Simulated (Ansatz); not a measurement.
Consider AlGaAs2 (zincblende [001] superlattice).

The cell holds 12 atoms: 3 Ga, 6 As and 3 Al. Cell: a = 4.012 Å, b = 4.012 Å, c = 16.964 Å, α = 90.0°, β = 90.0°, γ = 90.0°. It derives from GaAs. Regions: GaAs, 6 atoms (3 Ga and 3 As); AlAs, 6 atoms (3 Al and 3 As). The structure's axis is c.

```xyz
12
Lattice="4.0119 0.0000 0.0000 0.0000 4.0119 0.0000 0.0000 0.0000 16.9638" Properties=species:S:1:pos:R:3 pbc="T T T"
Ga    0.0000    0.0000    0.7108
As    2.0059    0.0000    2.1207
Ga    2.0059    2.0060    3.5297
As    0.0000    2.0060    4.9388
Ga    0.0000    0.0000    6.3486
As    2.0059    0.0000    7.7631
Al    2.0059    2.0060    9.1763
As    0.0000    2.0060   10.5936
Al    0.0000    0.0000   12.0116
As    2.0059    0.0000   13.4295
Al    2.0059    2.0060   14.8468
As    0.0000    2.0060   16.2600
```

The structure was relaxed with PBEsol. The runs that relaxed it are not among those shown. PAW set soft_2, made with PBE.

Gaps computed with Ansatz 0.2.0 without a self-energy: PBEsol 1.07 eV, PBEsol+SOC 0.96 eV and HSE06 1.96 eV.

Question: Estimate the G0W0@PBEsol gap with 4×4×2 mesh, 814 empty bands, screening to 120 eV, default PAW files.

About 1.80 eV: on its mesh the run moves the gap from 1.06 eV by +0.74 eV. A band edge moves to another state on the way. Among the scalar-relativistic levels given, HSE06 is nearest (+0.16 eV). Spin-orbit coupling is not in that value; its −0.10 eV at the PBEsol level would bring it to about 1.70 eV. Bands and cutoff are finite, so the gap stands short of the basis limit, usually by up to a few tenths of an eV; the mesh is an error of its own. The 4×4×2 mesh is coarse for this cell (its supercell is 16 Å along the shortest edge). The RPA ε∞ on it, from the PBEsol start, is 13.70 and 17.71; such meshes misread the long-range screening, most where the gap is narrow. The many-body steps are scalar-relativistic: spin-orbit coupling is not in them.

[Long decimals in the printed logs are rounded to 6 places.]

[Logs are printed without paths, hosts, clocks, repeated set-up lines and the standing remarks that a program may print on its own settings, such as how far it seeks lower states.]

[Paths, hosts, dates, memory and timing lines, banners, echoed tables and standing remarks are left out of the program output; an Ansatz launch command may be rebuilt from the run's recorded settings. Measured values are a selection of at most five: reports struck by readers or far from the other reports are left out. None is set beside runs whose start may be inverted or whose files or cutoffs have a known fault.]

[Runs of the session that timed out or met a known fault of the program may be left out.]

[Cells called generated may have been cut or substituted from an entry of the Crystallography Open Database or the Materials Project.]

[Hosts, paths, dates, database ids (printed as entryN), source tags and the programs' standing remarks are cut or masked in the printed files.]

[Where the starting crystal was built by hand or by swapping elements, it need not be the compound's stable phase.]
